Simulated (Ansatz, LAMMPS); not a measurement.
# Forces and charges in Mg2+ triflate in trimethyl phosphate and diglyme at 260 K (131 atoms), part 2 of 2

What does DFT give for Mg2+ triflate in trimethyl phosphate and diglyme at 260 K (131 atoms) as built?

Ansatz 0.2.0; Kohn-Sham DFT, PBE+D3(BJ), PAW (set soft_2), plane waves.

The cell: 26 C, 28 O, 64 H, 4 P, 2 S, 6 F and 1 Mg. The network of contacts between molecules at the start is that of the classical potential that made the cell. The density was typed from a rule of thumb and may lie off the real one at this temperature. The Brillouin zone is sampled at Γ only, in a cell whose shortest periodic width is 11 Å.

So far. Step 3 (Plane-wave single point): Electrostatic potential energy in the bc plane at fractional x = 0.113, with atoms of O and H and C and F within 0.2 Å of it. With pseudopotentials it is smooth inside the atoms' cores, unlike the true potential.

## 3. Plane-wave single point (continued)

Valence density in the bc plane at fractional x = 0.113, with atoms of O and H and C and F within 0.2 Å of it. It is the smooth field of the valence electrons, not physical close to the nuclei.

Values in units of 1e0 e/Å³, 13 rows by 16 columns, each cell a mean:
```
0.0 0.0 0.4 2.5 1.4 0.2 0.3 1.0 0.5 0.1 0.1 0.1 0.1 1.9 6.9 0.9
0.0 0.1 0.4 0.7 0.6 1.5 1.7 1.4 1.1 0.3 0.0 0.0 0.0 0.2 0.7 0.2
0.1 0.9 4.7 1.9 0.5 1.6 1.9 0.3 0.2 0.1 0.0 0.1 0.0 0.1 0.4 0.5
0.0 0.3 1.9 1.2 0.3 0.1 0.1 0.0 0.0 0.0 0.0 0.1 0.1 0.1 0.2 0.2
0.0 0.3 1.4 1.6 0.9 0.1 0.0 0.0 0.0 0.0 0.1 0.1 0.2 0.3 0.1 0.0
0.0 0.2 0.7 0.3 0.1 0.0 0.0 0.0 0.1 1.3 2.1 0.4 0.2 0.2 0.1 0.0
0.1 0.0 0.0 0.0 0.0 0.0 0.0 0.0 0.1 2.3 3.8 0.7 0.4 0.4 0.1 0.1
0.1 0.0 0.0 0.3 0.2 0.0 0.0 0.0 0.0 0.1 0.2 0.2 2.1 4.2 0.7 0.4
0.2 0.0 0.1 0.2 0.1 0.0 0.0 0.0 0.0 0.0 0.0 0.1 0.7 1.2 0.5 0.9
0.1 0.0 0.0 0.0 0.0 0.0 0.0 0.0 0.2 1.0 0.5 0.1 0.0 0.0 0.1 0.4
0.0 0.0 0.0 0.0 0.0 0.0 0.0 0.0 0.6 4.6 2.2 0.4 0.3 0.1 0.0 0.0
0.0 0.0 0.1 0.2 0.1 0.0 0.0 0.0 0.1 0.6 1.2 1.3 1.0 0.1 0.0 0.0
0.0 0.0 0.5 3.8 1.7 0.1 0.0 0.1 0.1 0.1 0.8 0.5 0.1 0.3 0.8 0.2
```
Columns run along b (11.4 Å), rows up along c (11.4 Å). Atoms in or near the plane, at fractional coordinates: O at (0.60, 0.19), H at (0.77, 0.12), O at (0.82, 0.40), O at (0.63, 0.52), H at (0.96, 0.30), C at (0.47, 0.90), O at (0.22, 0.00), O at (0.15, 0.78), C at (0.20, 0.66), H at (0.13, 0.60), F at (0.89, 0.96).

Mean intrinsic-atomic-orbital charges: C -0.18, F -0.27, H +0.18, Mg +1.62, O -0.69, P +2.08 e.

## 4. Local order

Bonds and neighbours are counted at the geometry of the runs.

Density 1.30 g/cm³, 11.20 Å³ an atom.

Pair distribution functions g(r), in bins of 0.2 Å:

```tsv
r (Å)	total	H-H	H-O	H-C	H-F	H-P	H-S
1.00	2.21	0.00	0.00	11.40	0.00	0.00	0.00
1.20	1.44	0.00	0.00	7.40	0.00	0.00	0.00
1.40	1.32	0.00	0.00	0.00	0.00	0.00	0.00
1.60	0.56	0.42	0.00	0.00	0.00	0.00	0.00
1.80	1.15	4.64	0.00	0.00	0.00	0.00	0.00
2.00	0.90	0.13	3.44	0.24	0.00	0.00	0.00
2.20	0.69	0.41	1.43	1.05	0.29	0.00	0.00
2.40	0.69	1.29	0.28	0.12	0.81	0.00	0.00
2.60	1.20	0.85	1.25	0.89	0.66	1.97	0.00
2.80	0.80	0.80	0.99	0.45	1.18	2.65	0.55
3.00	0.88	0.89	0.91	0.61	0.83	2.34	0.50
3.20	0.85	0.79	1.08	1.06	1.05	0.23	0.45
3.40	0.86	0.81	0.81	1.11	0.79	2.31	0.79
3.60	0.77	0.57	0.93	0.79	0.92	0.36	2.88
3.80	1.00	0.88	0.81	1.11	0.84	0.94	1.88
4.00	1.08	1.19	1.05	0.90	1.61	0.71	0.84
4.20	1.17	1.11	1.28	1.23	0.78	1.27	1.27
4.40	1.01	1.05	1.14	1.08	1.11	0.82	0.24
4.60	1.15	1.10	1.35	1.23	1.36	1.41	1.31
4.80	1.07	1.17	0.97	1.27	1.18	0.99	1.39
5.00	1.02	1.07	0.83	1.02	1.27	1.10	0.91
5.20	1.04	1.03	1.14	1.17	0.78	0.76	1.02
5.40	0.98	0.92	0.86	0.79	1.25	1.18	1.71
5.60	0.98	0.94	1.02	0.89	0.88	0.95	0.58
```

Bonds by pair of elements; cutoffs follow the first minimum of g(r), held within bounds set by covalent radii, and pairs that aren't listed don't count as bonded:

```tsv
pair A-B	cutoff (Å)	bonds	mean length (Å)	spread (Å)	shortest (Å)	B about A	A about B
H-C	1.34	64	1.10	0.03	1.02	1	2.46
O-C	1.73	24	1.43	0.023	1.39	0.857	0.923
O-P	2.08	16	1.59	0.053	1.49	0.571	4
O-S	1.88	6	1.47	0.012	1.45	0.214	3
O-Mg	2.48	6	2.03	0.042	1.95	0.214	6
C-C	1.85	4	1.50	0.012	1.49	0.308	0.308
C-F	1.62	6	1.36	0.034	1.3	0.231	1
C-S	2.21	2	1.82	0.004	1.82	0.077	1
```

How many atoms have how many bonded neighbours:

```tsv
element	mean	1	2	3	4	6
C	4	0	0	0	26	0
F	1	6	0	0	0	0
H	1	64	0	0	0	0
Mg	6	0	0	0	0	1
O	1.86	7	18	3	0	0
P	4	0	0	0	4	0
S	4	0	0	0	2	0
```

Bond angles (no mean is given where the spread exceeds 20°):

```tsv
angle	count	mean (°)	spread (°)
H-C-O	64	110	3.8
H-C-H	56	108	4.1
O-P-O	24	109	6.2
C-C-H	16	110	3.5
O-Mg-O	15	-	-
```

Bond length by coordination (bonds to H left out):

```tsv
element	coordination	atoms	mean bond length (Å)
O	1	7	1.48
O	2	18	1.54
O	3	3	1.64
```

Counting bonds as in the table, all C atoms have 4, all F atoms have 1, all H atoms have 1 and all Mg atoms have 6 bonded neighbours. The H-C-O angle averages 110° with a spread of 4°.

Local excerpt of 10 atoms (numbers count through the whole input) about Mg131, the only Mg atom; x, y, z are measured from there.

```tsv
atom	x	y	z	distance (Å)	bonds	intrinsic-atomic-orbital charge (e)	Fx	Fy	Fz (eV/Å)
Mg131	0.00	0.00	0.00	0.00	6	1.62	-0.83	-0.56	0.51
O123	0.82	-0.49	1.70	1.95	2	-0.99	-0.58	0.74	0.77
O117	-1.90	0.11	0.63	2.01	2	-1.03	0.01	0.90	-0.71
O31	-0.61	0.08	-1.93	2.03	3	-0.44	-1.49	0.40	-1.70
O28	1.74	0.55	-0.89	2.03	3	-0.45	0.31	0.45	-0.12
O67	0.04	-2.01	-0.40	2.05	2	-0.98	0.21	-1.10	-0.49
O25	0.16	2.03	0.49	2.09	3	-0.45	0.80	0.33	0.51
C30	0.50	-0.11	-2.82	2.87	4	-0.14	0.90	-1.34	1.03
C29	1.58	0.79	-2.31	2.91	4	-0.12	1.70	0.23	-0.39
C27	2.38	1.68	-0.26	2.92	4	-0.14	0.54	-0.39	1.29
```

The column of bonds counts only the pairs H-C within 1.34 Å, O-C within 1.73 Å, O-P within 2.08 Å, O-S within 1.88 Å, O-Mg within 2.48 Å, C-C within 1.85 Å, C-F within 1.62 Å, C-S within 2.21 Å; other neighbours, such as metal atoms beside each other in a compound, aren't counted, and periodic images can show an atom twice.

## 5. Summary of results

```
free energy per atom                             : -267.4210 eV/atom
pressure                                         : 0.6784 GPa
r.m.s. force component                           : 0.8651 eV/Å
gap (highest filled to lowest empty level) : 4.247 eV
wall time of the 1 DFT run                       : 11 s
```

The highest filled and lowest empty levels differ by 4.25 eV (at Γ alone); a semilocal functional tends to put such gaps too low. In a disordered cell it changes from sample to sample and from frame to frame. Counting bonds as in the table, all C atoms have 4, all F atoms have 1, all H atoms have 1 and all Mg atoms have 6 bonded neighbours.

Caveats: The force components of 0.87 eV/Å r.m.s. come partly from thermal motion and partly from the difference between the classical potential and DFT, above all in bond lengths inside molecules. The pressure of a single frame lacks the kinetic term.

[Logs are printed without paths, hosts, clocks, repeated set-up lines and the standing remarks that a program may print on its own settings, such as how far it seeks lower states.]

[Hosts, paths, dates, database ids (printed as entryN), source tags and the programs' standing remarks are cut or masked in the printed files.]
